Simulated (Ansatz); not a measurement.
# How cost and error scale: Ge(111)/CdS(10-10) interface (64 atoms) repeated, part 2 of 2

How do plane waves and support functions scale when Ge(111)/CdS(10-10) interface (64 atoms) is repeated?

Ansatz 0.2.0; Kohn-Sham DFT, PBE, PAW (set soft_2), plane waves.

The cell: 32 Ge, 16 Cd and 16 S. The host structure and its lattice constant were typed by rule, without a check against the phase diagram.

So far. Step 4 (Support functions, 64 atoms): The energy lies 136 meV/atom above the dense-mesh reference, and 1.4 meV/atom below plane waves of the same size, an offset between the two bases that leaves the sampling error alike. Step 5 (Plane waves, 128 atoms): The energy lies 13.1 meV/atom above the dense-mesh reference.

### 6. Support functions, 128 atoms

The repeated cell is solved at Γ in support functions.

This step: Kohn-Sham DFT, PBE, PAW (set soft_2), localised support functions (medium) (Ansatz 0.2.0).

input.yaml reads:

```yaml
crystal:
  lattice:
    - [13.8592, 0.0, 0.0]
    - [0.0, 8.0016, 0.0]
    - [0.0, 0.0, 12.84011]
  atoms:
    [... the 64 atom lines of step 2 ...]
  supercell: [1, 2, 1]
kpoints:
  mp_grid: { grid: [1, 1, 1] }
hamiltonian:
  xc: pbe
scf:
  occupations: { method: gaussian, width: 0.05 }
  eigensolver: { kind: { support_functions: { accuracy: medium } } }
  mixing: { beta: 0.4 }
  max_iter: 150
output:
  forces: true
```

Started as:

```console
> ansatz run input.yaml --threads 8 --pin off --max-ram 15872MiB --backend cpu --events-out ev --progress --plain --runs-dir out
```

Numbers of over 12 decimals in the logs are rounded to 6 here.

Output:

```text
Warning: scf.eigensolver.kind.support_functions: disabling space-group detection — the functions' gradient is summed over unrotated k-points, so no spatial operation reduces the k-mesh or symmetrises the density; time reversal is kept, so that k and −k are solved as one point where they differ and the mesh holds both, and exact exchange and, on two spinor components, a DFT+U term hold to it where the run has them: [...]
settings of this run that can trade accuracy for cost: scf.eigensolver.kind.support_functions [...]
[...]
Crystal: 128 atoms, lattice volume = 2847.828 Å³
Basis set: ecut = 420 eV, 55737 PW (Γ), exchange–correlation on 192×216×180 points (8 copies of the dense FFT grid, shifted against one another)
Bands: 1037, of which v1, the nominal top of the filled ones, is band 864 counted from 1 (863 counted from 0)
Symmetry: 1 space group operations
k-points: 1
[...]
SCF iter   1: F=—  HF=-567853.219423 eV  |F-HF|=—  |Δ(HF+E_count)|=         —  Δρ=3.64e-2  dr2=5.20e1  ethr=1.00e-1
[...]
SCF iter  12: F=—  HF=-567883.992492 eV  |F-HF|=—  |Δ(HF+E_count)|=   3.12e-3  Δρ=1.23e-5  dr2=3.15e-6  ethr=7.08e-10  κ⁻¹=1.1e-6(r=7)
SCF iter  13: F=-567883.992493 eV  HF=-567883.992492 eV  |F-HF|=3.35e-7  |Δ(HF+E_count)|=   5.99e-7  Δρ=3.23e-6  dr2=4.00e-7  ethr=1.82e-10
SCF 1 converged in 13 iterations: F = -567884.047342 eV  dr2 = 4.00e-7
[...]
SCF converged after 13 iterations
Stability not checked: this state was not tested for a lower state beside it, because the mixer in use, unlike msr1, does not test its closes by its own steps (another_mixer; see scf.mixing.algorithm and scf.lower_state_search)
Free energy (F): -567884.047342 eV
[...]
Internal energy: -567884.032996 eV  (E = F + TS)
E sigma→0 (E₀):  -567884.040169 eV
Entropy (-TS):   -0.014346 eV (-0.112 meV/atom)
Fermi energy:    9.197883 eV
[...]
Σ components = -567884.047342   (vs F -567884.047342, Δ=0.00e0)
--- Forces (eV/Å), atoms counted from 1 ---
  atom   1  Ge    -0.38114394     0.14165068     1.00016533
  atom   2  Ge    -0.88503252     0.13272127     0.03325118
  atom   3  Ge     0.31707687    -0.08144374    -0.23717460
  atom   4  Ge    -0.92885229     0.09133299     0.21793577
  atom   5  Ge    -0.19990001     0.52468010     1.06473314
  atom   6  Ge     0.03817039     0.56686354     0.35570238
  [... forces on the other 122 atoms ...]
  max |Σ_I F_I| component: 1.68e-2 eV/Å
--- Band table (eV) ---
[... left out ...]
  guard bands above this table: 150 of the run's 1037 bands (output.publish_guard_bands: true publishes all)
[...]
```

Run time: 2 min. Hardware: 8 threads of Arm Neoverse V2, shared host; peak memory 6.6 GiB.

The program repeats the typed cell 1×2×1 times, 128 atoms in all; totals in the log are those of the whole repeated cell, and force differences are taken after averaging over the copies of each atom.

The energy lies 11.7 meV/atom above the dense-mesh reference, and 1.4 meV/atom below plane waves of the same size, an offset between the two bases that leaves the sampling error alike.

### 7. All sizes together

Differences are against the typed cell on a 3×4×3 mesh, which samples like Γ on 2304 atoms (r.m.s. force component 0.587 eV/Å). Every repeated cell is solved at Γ, and forces are averaged over the copies of each atom. Hardware: 8 threads of Arm Neoverse V2, shared host.

```tsv
atoms	repeats	basis	Δ force, r.m.s. (meV/Å)	Δ energy (meV/atom)	less plane waves of the same size (meV/atom)	spread among copies (meV/Å)	SCF cycles	time	host memory (GiB)
64	1×1×1	plane waves	232	137	-	-	9	8.9 s	2.1
64	1×1×1	support functions	232	136	-1.4	-	15	68 s	3.5
128	1×2×1	plane waves	84.7	13.1	-	0	7	45 s	6.1
128	1×2×1	support functions	84.8	11.7	-1.4	0	13	2 min	6.6
```

### 8. The reference in detail

With the settings judged, the reference run is read for its physics.

Neighbours are counted within 2.88 Å (Ge-Ge), 3.09 Å (Ge-Cd), 2.48 Å (Ge-S), 3.02 Å (Cd-S).

Length of the force by element and coordination:

```tsv
element	coordination	atoms	mean length of the force (eV/Å)	spread	least	most
Cd	all	16	0.859	0.385	0.354	1.39
Cd	4	12	0.704	0.315	0.354	1.28
Cd	6	4	1.33	0.0631	1.24	1.39
Ge	all	32	0.903	0.439	0.214	1.92
Ge	3	4	0.915	0.319	0.464	1.35
Ge	4	20	0.708	0.314	0.214	1.46
Ge	5	8	1.39	0.384	0.858	1.92
S	all	16	1.04	0.384	0.577	1.79
S	3	4	0.650	0.0951	0.577	0.811
S	4	12	1.17	0.354	0.727	1.79
```

Löwdin charges by element and coordination (they lack the spilled electrons, 0.065 e an atom on average):

```tsv
element	coordination	atoms	mean charge (e)	spread	least	most
Cd	all	16	1.28	0.0317	1.24	1.33
Cd	4	12	1.26	0.0098	1.24	1.27
Cd	6	4	1.33	0.002	1.33	1.33
Ge	all	32	-0.0669	0.144	-0.305	0.109
Ge	3	4	0.0793	0.0071	0.0716	0.0894
Ge	4	20	-0.095	0.167	-0.305	0.109
Ge	5	8	-0.0699	0.0276	-0.103	-0.0413
S	all	16	-0.884	0.151	-1.03	-0.646
S	3	4	-0.853	0.0073	-0.865	-0.845
S	4	12	-0.894	0.173	-1.03	-0.646
```

By region:

```tsv
region	atoms	mean length of the force (eV/Å)
Ge	32	0.904
CdS	32	0.951
```

States in the cell by windows of 1 eV, zero at the Fermi level; the larger projections on atomic orbitals stand beside the total:

```tsv
from (eV)	to (eV)	total	CdS	Cd d	Ge p	S p	Ge s	Cd s
-14	-13	22.9	22.0	1.7	0.5	0.0	0.3	1.8
-13	-12	2.6	1.3	0.1	0.2	0.0	1.1	0.1
-12	-11	9.0	1.3	0.5	1.7	0.2	6.0	0.1
-11	-10	15.9	3.7	2.5	3.1	0.7	9.0	0.2
-10	-9	78.2	70.3	66.7	2.8	3.0	5.0	0.3
-9	-8	91.6	84.0	79.7	2.9	2.3	4.5	0.5
-8	-7	13.7	3.7	2.3	4.2	0.9	5.7	0.3
-7	-6	10.1	3.0	0.5	3.6	1.6	3.5	0.6
-6	-5	21.4	14.4	0.8	4.6	9.4	2.1	3.9
-5	-4	26.7	16.2	1.0	8.2	12.6	1.8	2.1
-4	-3	35.9	20.6	1.2	13.0	18.0	1.5	0.9
-3	-2	41.1	23.3	1.4	15.5	21.2	1.3	0.4
-2	-1	22.3	7.8	0.5	12.9	7.0	1.1	0.2
-1	0	16.1	4.0	0.2	10.2	2.9	1.3	0.6
0	1	17.6	4.7	0.1	9.7	2.8	2.0	1.3
1	2	19.4	4.5	0.1	8.9	1.6	3.6	2.4
2	3	30.0	9.1	0.1	11.9	2.9	3.4	5.5
3	4	34.8	7.4	0.1	14.0	2.7	2.2	4.3
```

Between -26 and -14 eV lie 328 more states.

The stored curve holds about 736 of the 864 electrons; the rest, give or take the few that broadening carries across the Fermi level, lie in deeper levels below its range.

The levels nearest the highest filled one (over half full), pooled over k-points and spins:

```tsv
level less the highest filled one (eV)	occupation
-0.0445	1.88
-0.0167	1.55
-0.0144	1.51
-0.0061	1.35
-0.0058	1.34
0	1.22
0.011	0.975
0.0111	0.974
0.0217	0.739
0.0229	0.714
0.0344	0.489
0.0473	0.291
```

Forces differ by site in this geometry: Ge atoms with 5 neighbours bear 1.4 eV/Å on average, against 0.71 eV/Å for those with 4. Mean Löwdin charges: Cd +1.28, Ge -0.07, S -0.88 e (they miss 0.48 % of the electrons, so they add up to more than the cell's charge). Within 0.4 eV of the Fermi level the largest share is Ge p (60 % of the projected weight).

### 9. Results

| Item | Value |
| --- | --- |
| free energy per atom | -4436.6058 eV/atom |
| density | 5.406 g/cm³ |
| pressure | 7.6 GPa |
| r.m.s. force component | 0.5874 eV/Å |
| wall time of the 5 DFT runs | 14 min |

Repeating the cell at Γ samples more k-points: in plane waves the energy difference from the dense mesh goes from 137 meV/atom at 64 atoms to 13.1 at 128, and the force difference from 232 to 85 meV/Å. At equal size the support functions lie 1.4 meV/atom below plane waves, likely because their grid holds more waves than 420 eV; no run tests this. At the largest size the support functions' forces differ from the reference by 14 % of the r.m.s. force, which holds the difference of sampling between the two as well as that of the basis.

18 levels are partly filled, by over 2 % (on the run's k-points): at this level the cell shows no clear gap. Levels of broken or missing bonds inside a gap of the host would look the same. Forces differ by site in this geometry: Ge atoms with 5 neighbours bear 1.4 eV/Å on average, against 0.71 eV/Å for those with 4.

What to keep in mind: The geometry was built by rule, was displaced at random and isn't relaxed at this level: its force components are 0.59 eV/Å r.m.s. The stress is far from hydrostatic: its diagonal is 5.6, 7.4, 9.8 GPa, compression counted positive. The pressure of 7.6 GPa says that the cell would expand at this level of theory.

[Logs are printed without paths, hosts, clocks, repeated set-up lines and the standing remarks that a program may print on its own settings, such as how far it seeks lower states.]

[Hosts, paths, dates, database ids (printed as entryN), source tags and the programs' standing remarks are cut or masked in the printed files.]
